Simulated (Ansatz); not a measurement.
# Zn on Al(100), half in the top layer, both faces: core shifts and d bands, part 4 of 4

Aim: core-level shifts, shell centres and work function of Zn on Al(100), half in the top layer, both faces.

Ansatz 0.2.0; DFT, PBE, plane-wave PAW, default files, scalar-relativistic.

So far, work function, upper face (eV): step 2 (the clean face) 4.29; step 3 (relaxation) 4.35; step 4 (layer-resolved bands, DOS and potential) 4.33.

## 5. Core holes

XPS shifts tell sites apart. Each chosen atom gets a core hole in a self-consistent pass of its own.

The input, input.yaml:

```yaml
crystal:
  lattice:
    - [5.713422792, 0.0, 0.0]
    - [0.0, 5.713422792, 0.0]
    - [0.0, 0.0, 22.08]
  atoms:
    - { symbol: Zn_h, position: [0.0, 0.0, 0.6829729344] }
    - { symbol: Zn_h, position: [0.5, 0.0, 0.6829729344] }
    - { symbol: Al_h, position: [0.0, 0.5, 0.686598537] }
    - { symbol: Al_h, position: [0.5, 0.5, 0.686598537] }
    - { symbol: Al_h, position: [0.25, 0.2506280452, 0.5916636312] }
    - { symbol: Al, position: [0.75, 0.2506280452, 0.5916636312] }
    - { symbol: Al, position: [0.25, 0.7493719548, 0.5916636312] }
    - { symbol: Al, position: [0.75, 0.7493719548, 0.5916636312] }
    - { symbol: Al_h, position: [0.0, 0.0, 0.5] }
    - { symbol: Al, position: [0.5, 0.0, 0.5] }
    - { symbol: Al, position: [0.0, 0.5, 0.5] }
    - { symbol: Al, position: [0.5, 0.5, 0.5] }
    - { symbol: Al, position: [0.25, 0.2506280452, 0.4083363688] }
    - { symbol: Al, position: [0.75, 0.2506280452, 0.4083363688] }
    - { symbol: Al, position: [0.25, 0.7493719548, 0.4083363688] }
    - { symbol: Al, position: [0.75, 0.7493719548, 0.4083363688] }
    - { symbol: Zn, position: [0.0, 0.0, 0.3170270656] }
    - { symbol: Zn, position: [0.5, 0.0, 0.3170270656] }
    - { symbol: Al, position: [0.0, 0.5, 0.313401463] }
    - { symbol: Al, position: [0.5, 0.5, 0.313401463] }
kpoints:
  mp_grid: { grid: [8, 8, 1] }
scf:
  occupations: { method: fermi_dirac, width: 0.05 }
  n_extra_bands: 16
hamiltonian:
  xc: pbe
  pseudopotentials: { kind: paw }
output:
  forces: true
  write_potential: true
  volumetric_format: []
  core_levels:
    shells: { Al_h: "2p", Zn_h: "2p" }
    counted_from: fermi_level
    add_spin: false
```

Command:

```sh
$ ansatz run input.yaml --threads 4 --pin off --max-ram 12288MiB --backend cpu --events-out ev --progress --plain --runs-dir out
```

Numbers of over 12 decimals in the logs are rounded to 6 here.

The log of the run:

```text
[...]
Crystal: 20 atoms, lattice volume = 720.762 Å³
Basis set: ecut = 420 eV, 14181 PW (Γ), exchange–correlation on 80×80×300 points (8 copies of the dense FFT grid, shifted against one another)
Bands: 64, of which v1, the nominal top of the filled ones, is band 48 counted from 1 (47 counted from 0)
Symmetry: 1 space group operations
[...]
k-points: 34 of 64 (time reversal used)
[...]
SCF iter   1: F=—  HF=-21872.468964 eV  |F-HF|=—  |Δ(HF+E_count)|=         —  Δρ=1.40e-3  dr2=1.60e-1  ethr=1.77e-3  ⟨swp⟩=10.6  Hψ=11873  notcnv=0  defer=52
[...]
SCF iter   8: F=-21872.472962 eV  HF=-21872.472962 eV  |F-HF|=2.55e-10  |Δ(HF+E_count)|=   4.24e-8  Δρ=7.97e-7  dr2=7.83e-9  ethr=1.04e-10  ⟨swp⟩=25.3  Hψ=20719  notcnv=0
SCF 1 converged in 8 iterations: F = -21872.472962 eV  dr2 = 7.83e-9
[...]
── core hole 1/6: 2p of Zn_h 0 ──
── 2p of Zn_h 0: 1025.321 eV over the cell without the hole, in 11 iterations ──
── core hole 2/6: 2p of Zn_h 1 ──
── 2p of Zn_h 1: 1025.321 eV over the cell without the hole, in 11 iterations ──
── core hole 3/6: 2p of Al_h 2 ──
── 2p of Al_h 2: 72.911 eV over the cell without the hole, in 10 iterations ──
── core hole 4/6: 2p of Al_h 3 ──
── 2p of Al_h 3: 72.911 eV over the cell without the hole, in 10 iterations ──
── core hole 5/6: 2p of Al_h 4 ──
── 2p of Al_h 4: 72.965 eV over the cell without the hole, in 10 iterations ──
── core hole 6/6: 2p of Al_h 8 ──
── 2p of Al_h 8: 72.951 eV over the cell without the hole, in 10 iterations ──
SCF converged after 8 iterations
Free energy (F): -21872.472962 eV
[...]
Internal energy: -21872.411493 eV  (E = F + TS)
E sigma→0 (E₀):  -21872.442228 eV
Entropy (-TS):   -0.061469 eV (-3.073 meV/atom)
Fermi energy:    1.496323 eV
[...]
--- Forces (eV/Å), atoms counted from 1 ---
  atom   1  Zn_h     0.00000008     0.00000008    -0.05211418
  atom   2  Zn_h    -0.00000011     0.00000010    -0.05211714
  atom   3  Al_h     0.00000032    -0.00000035    -0.06581151
  atom   4  Al_h    -0.00000031    -0.00000036    -0.06581133
  atom   5  Al_h     0.00000004     0.08945111     0.04977614
  atom   6  Al      -0.00000005     0.08945113     0.04977576
  atom   7  Al      -0.00000001    -0.08945111     0.04977583
  atom   8  Al       0.00000001    -0.08945113     0.04977548
  atom   9  Al_h    -0.00000019    -0.00000009     0.00000003
  atom  10  Al       0.00000019    -0.00000007     0.00000006
  atom  11  Al      -0.00000007     0.00000009     0.00000025
  atom  12  Al       0.00000007     0.00000007     0.00000022
  atom  13  Al       0.00000002     0.08945083    -0.04977595
  atom  14  Al      -0.00000002     0.08945076    -0.04977588
  atom  15  Al       0.00000007    -0.08945083    -0.04977590
  atom  16  Al      -0.00000006    -0.08945076    -0.04977588
  atom  17  Zn       0.00000001    -0.00000001     0.05211416
  atom  18  Zn       0.00000001    -0.00000002     0.05211826
  atom  19  Al      -0.00000002    -0.00000000     0.06581123
  atom  20  Al       0.00000001     0.00000008     0.06581096
  max |Σ_I F_I| component: 6.00e-7 eV/Å
--- Band table (eV; the first three rows and the last of 34) ---
  k-point 0: bands = [... 44 lower, 0.2637, 0.4429, 0.4516, 0.4617, 1.4348, 1.7508, 1.7540, 1.9994, ... 12 higher]
  k-point 1: bands = [... 44 lower, 0.1802, 1.0660, 1.0700, 1.0741, 1.2916, 1.3485, 1.3780, 2.0837, ... 12 higher]
  k-point 2: bands = [... 44 lower, 0.4606, 0.4613, 0.5562, 0.6707, 2.1013, 2.1413, 2.2419, 2.2919, ... 12 higher]
  k-point 33: bands = [... 44 lower, 1.6432, 1.6432, 2.2574, 2.2574, 2.3859, 2.3859, 2.5843, 2.5843, ... 12 higher]
--- Core levels from the Fermi level (as output.core_levels.counted_from types it; a hole's nearest image at 5.7 Å) ---
  the holes have no spin, as output.core_levels.add_spin types it
  atom         alike  shell      binding/eV   shift/eV difference/eV images/eV   SCF
  Zn_h 0           1     2p        1025.321     +0.000      1025.321         –    11
  Zn_h 1           1     2p        1025.321     -0.000      1025.321         –    11
  Al_h 2           1     2p          72.911     +0.000        72.911         –    10
  Al_h 3           1     2p          72.911     +0.000        72.911         –    10
  Al_h 4           1     2p          72.965     +0.054        72.965         –    10
  Al_h 8           1     2p          72.951     +0.040        72.951         –    10
  the dataset of Zn_h with a 2p hole: scattering error 0.008 eV; free atom: scalar-relativistic, large and small components
  the two lines of Zn_h's 2p: 2p1/2 +15.578 eV and 2p3/2 -7.789 eV off its levels, 1 : 2 in strength
  the dataset of Al_h with a 2p hole: scattering error 0.001 eV (0.004 eV in the local channel); free atom: scalar-relativistic, large and small components
  the two lines of Al_h's 2p: 2p1/2 +0.276 eV and 2p3/2 -0.138 eV off its levels, 1 : 2 in strength
```

It took 4.2 min on 4 threads of Intel Xeon Platinum 8488C (Sapphire Rapids), shared host; peak memory 2.3 GiB; 17 min of CPU time.

Numbers from this step:

| Quantity | Value |
| --- | --- |
| symmetry operations | 1 |

Levels are total-energy differences with one electron taken from the core. The electron goes to the Fermi level, so the difference is a binding energy from E_F. The hole's nearest image is 5.7 Å away, and the holes carry no spin, so absolute levels are rough.

```
atom   region  shell  level (eV)  shift (eV)  potential at nucleus, shift (V)       j lines (eV)  doubts
 Zn1  layer 1     2p     1025.32       +0.00                            +0.00  1040.90 / 1017.53       -
 Zn2  layer 1     2p     1025.32       +0.00                            +0.00  1040.90 / 1017.53       -
 Al3  layer 1     2p       72.91       -0.04                            +0.15      73.19 / 72.77       -
 Al4  layer 1     2p       72.91       -0.04                            +0.15      73.19 / 72.77       -
 Al5  layer 2     2p       72.96       +0.01                            +0.09      73.24 / 72.83       -
 Al9  layer 3     2p       72.95       +0.00                            +0.00      73.23 / 72.81       -
```

Levels of p, d and f shells are means over their two j lines, weighted by degeneracy; the splitting comes from the atom's own solve. Shifts count from the last listed atom of each element. A higher potential at the nucleus binds core electrons more tightly, so that column is a rough initial-state shift.

The Zn 2p3/2 lines of the listed atoms alone (other atoms of the cell aren't counted), as Gaussians 0.3 eV wide, no depth weighting. Table of intensity by Zn 2p3/2 level; read off at these points:

```csv
Zn 2p3/2 level (eV),intensity (%)
1016.90,4.5e-4
1017.00,0.0162
1017.10,0.316
1017.20,3.32
1017.30,18.9
1017.40,58.3
1017.50,96.9
1017.54,99.9
1017.60,87.0
1017.70,42.2
1017.80,11.1
1017.90,1.57
1018.00,0.121
1018.10,0.00501
```

The Al 2p lines of the listed atoms alone (other atoms of the cell aren't counted), as Gaussians 0.5 eV wide, no depth weighting. Intensity against Al 2p level; read off at these points:

```
Al 2p level (eV)  intensity (%)
           71.80        0.00175
           71.90         0.0139
           72.00         0.0884
           72.10          0.453
           72.20           1.87
           72.30           6.19
           72.40           16.5
           72.50           35.3
           72.60           60.9
           72.70           85.5
           72.80           98.9
           72.84          100.0
           72.90           97.5
           73.00           86.4
           73.10           73.5
           73.20           61.2
           73.30           47.8
           73.40           32.7
           73.50           18.8
           73.60           8.83
           73.70           3.36
           73.80           1.03
           73.90          0.254
           74.00         0.0503
           74.10        0.00804
```

## 6. What came out

| Property | Result |
| --- | --- |
| work function | 4.33 eV |
| change from the clean face | +0.04 eV |
| Zn 3d centre of the filled part above −10 eV, from the plotted curve, layer 1 | -7.05 eV |
| Al core shifts among the listed atoms, from the last listed one | -0.04 to +0.01 eV |

**Reading.** The Fermi level of Zn on Al(100), half in the top layer, both faces lies 4.33 eV below the vacuum, a change of +0.04 eV from the clean face. No level with weight over 0.3 between −3.0 and 3.0 eV at the labelled points has over 36 % of its weight in the top region and under 6 % in the middle, the test used here for a surface state; levels near these limits can still be surface states of a thicker slab. Core shifts: Al -0.04 to +0.01 eV. At 21.2 eV the valence spectrum has its highest listed peak within 10.8 eV at 7.1 eV (Zn 3d). At 1486.7 eV the valence spectrum has its highest listed peak within 12.1 eV at 7.1 eV (Zn 3d). The shell named is the one with most of the intensity, cross sections included, not always the one with most states there. In the main run, from 1486.7 eV towards hard X-rays the Al 3s share grows by 20 points, as its cross section falls more slowly with photon energy than those of the shells it gains on. Semilocal functionals put filled localised shells such as Zn 3d too near the top of the filled states. The slab's own atoms span 8.2 Å, so bulk bands appear as a few quantum-well levels, and states of the two faces can mix.

[Logs are printed without paths, hosts, clocks, repeated set-up lines and the standing remarks that a program may print on its own settings, such as how far it seeks lower states.]

[Hosts, paths, dates, database ids (printed as entryN), source tags and the programs' standing remarks are cut or masked in the printed files.]

[Maps of the electrostatic potential energy from Ansatz leave out the sawtooth potential of an applied field or a dipole correction, so their vacuum need not be flat; work functions include it.]
